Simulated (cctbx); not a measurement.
# What is wrong with this refinement?

Cell a = 5.6680 Å, b = 5.6680 Å, c = 10.4270 Å, α = 90.00°, β = 90.00°, γ = 120.00°; space group P-3 (no. 147).

The data are simulated with cctbx, not measured: Cu Kα, λ = 1.54184 Å, to d = 0.8 Å, 50 % of the full sphere, strongest reflection 70000 counts, noise from counting, a 6 % proportional error and a noise floor of 4 counts (s.d.); no absorption.

An anisotropic refinement with weights 1/σ² prints:

```text
Rint 0.041, 393 unique reflections to 0.80 A
cycle     R1     wR2    GooF  max shift (A)
   1  0.0249  0.0851   2.064   0.04685
  12  0.0170  0.0488   1.184   0.00063
final R1 0.0170 wR2 0.0488 GooF 1.184  parameters 33  data/parameter 11.9
atom        x        y        z      Ueq    occ   su(xyz)  su(Uiso or U11)
Sb1    0.00000  0.00000  0.50000   0.0048  1.000  0.00000  0.0002
Sn1    0.00000  0.00000  0.00000   0.0066  1.000  0.00000  0.0002
Ca1    0.33333  0.66667  0.00426   0.0024  1.000  0.00005  0.0002
O1     0.77182  0.12491  0.37894   0.0136  1.000  0.00029  0.0007
O2     0.69095  0.99147  0.10326   0.0075  1.000  0.00026  0.0006
H1     0.71411  0.02671  0.20053   0.0134  1.000  0.00524  0.0056
H2     0.87959  0.32875  0.38800   0.0426  1.000  0.00739  0.0095
difference map: max 0.38 min -0.56 rms 0.13
Q1    0.3333  0.6667  0.4590    2    0.38  2.01 A from H2
Q2    0.0976  0.2745  0.3870    6    0.38  1.41 A from H2
Q3    0.1760  0.6126  0.3120    6    0.36  1.83 A from H2
Q4    0.3333  0.6667  0.5555    2    0.36  1.35 A from H2
Q5    0.0108  0.4909  0.3827    6    0.36  0.85 A from H2
Q6    0.2670  0.6952  0.0057    6    0.35  0.48 A from Ca1
```

Q: Accept it or mend it, and why?

Mend it. The fault: anomalous dispersion left out. Against the right model at the same level, R1 goes from 0.0151 to 0.0170 and GooF from 0.91 to 1.18 and U of Ca1 shrinks from 0.0046 to 0.0024 Å². No atom is wrong: without f′ and f″ the atoms near an edge get the wrong scattering power, which U and the scale absorb. The signs are weak, and the output alone doesn't single this fault out.

The compound is Ca2SnSbH12O12. The right model at the same level gives:

```text
Rint 0.041, 393 unique reflections to 0.80 A
cycle     R1     wR2    GooF  max shift (A)
   1  0.0201  0.0673   1.632   0.04119
   8  0.0151  0.0375   0.911   0.00126
final R1 0.0151 wR2 0.0375 GooF 0.911  parameters 33  data/parameter 11.9
atom        x        y        z      Ueq    occ   su(xyz)  su(Uiso or U11)
Sb1    0.00000  0.00000  0.50000   0.0051  1.000  0.00000  0.0001
Sn1    0.00000  0.00000  0.00000   0.0070  1.000  0.00000  0.0002
Ca1    0.33333  0.66667  0.00416   0.0046  1.000  0.00004  0.0002
O1     0.77201  0.12511  0.37906   0.0139  1.000  0.00023  0.0005
O2     0.69093  0.99147  0.10323   0.0077  1.000  0.00020  0.0005
H1     0.71566  0.02388  0.19915   0.0138  1.000  0.00415  0.0045
H2     0.87557  0.32945  0.38237   0.0301  1.000  0.00523  0.0062
difference map: max 0.37 min -0.51 rms 0.12
Q1    0.0000  0.0000  0.4468    2    0.37  0.56 A from Sb1
Q2    0.0110  0.4865  0.3834    6    0.37  0.84 A from H2
Q3    0.0185  0.5071  0.8811    6    0.36  1.11 A from O2
Q4    0.0986  0.2742  0.3868    6    0.34  1.45 A from H2
Q5    0.3333  0.6667  0.5479    2    0.34  1.40 A from H2
Q6    0.1309  0.4530  0.5573    6    0.33  0.86 A from O1
```

Isotropic U is held between 0.0001 and 1 Å² by the program, and listed peak heights are interpolated, so they can pass the grid's maximum.

This is a model crystal, built by substitution and not relaxed, with assumed displacement parameters.

[Middle refinement cycles are left out of these outputs.]

[Logs are printed without paths, hosts, clocks, repeated set-up lines and the standing remarks that a program may print on its own settings, such as how far it seeks lower states.]
